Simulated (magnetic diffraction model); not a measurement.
## Solving a magnetic structure from powder neutron data: FePd₃C₄

Space group Cmcm (no. 63), a = 2.9250 Å, b = 12.0010 Å, c = 9.9370 Å.

```csv
site,atom,x,y,z
4c,Pd,1/2,0.4918,1/4
8f,Pd,0,0.2025,0.3930
4b,Fe,1/2,0,0
8f,C,0,0.1541,0.8937
4c,C,1/2,0.1356,1/4
4c,C,0,0.3552,1/4
```

The compound is invented for this exercise: a known structure type with other elements, its cell scaled to their sizes and not relaxed.

Only Fe is taken to order (form factors of Fe2+); orders and moment sizes are assumed, and not adapted to the symmetry. Radiation: neutrons of λ = 1.594 Å, 5° to 55°; isotropic B of 0.11 Å² (Pd), 0.1 Å² (Fe) and 0.15 Å² (C). The intensities are simulated: I ∝ L Σ (|F_N|² + |F_M⊥|²) for unpolarised neutrons, with F_M = 2.695 fm/μB × Σ f(s) S exp(2πi Q·r) exp(−B s²) at Q = H ± k (one set where k and −k are equivalent), only the part normal to Q counting and L = 1/(sin²θ cos θ). For collinear order S is the moment m, which repeats by lattice and centring translations R with the sign exp(−2πi k·R). Form factors are spin-only for 3d ions and dipole or tabulated for f ions, scattering lengths are Sears's of 1992, and absorption is left out. A label names one of the reflections at its angle. The strongest nuclear line in the range is 100, and lines under 0.2 are left out.

Above the ordering temperature:

```
2θ (°)    index      I
 15.27  (0 2 0)    0.5
 17.85  (0 2 1)    4.3
 18.46  (0 0 2)    2.0
 24.04  (0 2 2)    1.2
 30.81  (0 4 0)    0.3
 31.91  (0 2 3)    2.0
 36.16  (0 4 2)   14.8
 37.42  (0 0 4)    1.2
 37.70  (1 1 2)    2.5
 39.45  (1 3 0)   11.8
 40.60  (1 3 1)    8.0
 40.64  (0 2 4)   37.5
 42.01  (0 4 3)    0.2
 43.89  (1 3 2)  100.0
 46.97  (0 6 0)   29.0
 47.97  (0 6 1)    2.6
 48.98  (1 3 3)    4.6
 49.23  (0 4 4)    2.5
 50.44  (1 1 4)   36.6
 50.88  (1 5 0)    7.1
 51.82  (1 5 1)    3.2
 54.58  (1 5 2)   17.5
```

Below it (cell unchanged):

```tsv
2θ (°)	I
15.27	0.5
17.85	4.3
18.46	2.0
20.00	2.1
24.04	1.2
29.64	0.3
30.81	0.3
31.62	0.4
31.91	2.0
35.29	0.4
36.16	14.8
36.87	0.5
37.42	1.2
37.70	2.5
38.25	0.4
39.45	11.8
40.11	0.6
40.60	8.0
40.64	37.5
42.01	0.2
43.89	100.0
46.97	29.0
47.97	2.6
48.78	0.2
48.98	4.6
49.23	2.5
50.44	36.6
50.88	7.1
51.82	3.2
52.38	0.2
54.58	17.5
```

**Question.** Find the propagation vector, then choose among these models:
A. collinear moments along [010], 1.41 μB on Fe; signs + at (1/2, 0, 0), − at (1/2, 0, 1/2)
B. collinear moments along [100], 1.41 μB on Fe; signs + at (1/2, 0, 0), − at (1/2, 0, 1/2)
C. collinear moments along [010], 1.41 μB on Fe; signs + at (1/2, 0, 0), + at (1/2, 0, 1/2)
D. collinear moments along [100], 1.41 μB on Fe; signs + at (1/2, 0, 0), + at (1/2, 0, 1/2)

The new lines index as (0 1 2) at 20.00°, (0 3 2) at 29.64°, (1 0 0) at 31.62° and (1 2 0) at 35.29°, that is as H ± k with k = (1 0 0). The indices are whole but break the lattice centring, so the moments reverse under a centring translation, those with k·t a half-integer.

Magnetic intensity, observed (below minus above) and for each model:

| 2θ (°) | index | observed | A | B | C | D |
| --- | --- | --- | --- | --- | --- | --- |
| 7.62 | (0 1 0) | <0.2 | <0.2 | <0.2 | <0.2 | 10.2 |
| 11.95 | (0 1 1) | <0.2 | 4.7 | 7.9 | <0.2 | <0.2 |
| 20.00 | (0 1 2) | 2.1 | <0.2 | <0.2 | 2.1 | 2.5 |
| 22.98 | (0 3 0) | <0.2 | <0.2 | <0.2 | <0.2 | 0.9 |
| 24.80 | (0 3 1) | <0.2 | <0.2 | 1.4 | <0.2 | <0.2 |
| 28.91 | (0 1 3) | <0.2 | 0.9 | 0.9 | <0.2 | <0.2 |
| 29.64 | (0 3 2) | 0.3 | <0.2 | <0.2 | 0.3 | 0.9 |
| 36.55 | (1 2 1) | <0.2 | 0.8 | 0.2 | <0.2 | <0.2 |

Model C matches.

The absence at (0 1 0) is telling: Q lies along the moments there, so the part normal to Q vanishes.

The structure used: k = (1 0 0), collinear moments along [010], 1.41 μB on Fe; signs + at (1/2, 0, 0), + at (1/2, 0, 1/2).

[Logs are printed without paths, hosts, clocks, repeated set-up lines and the standing remarks that a program may print on its own settings, such as how far it seeks lower states.]
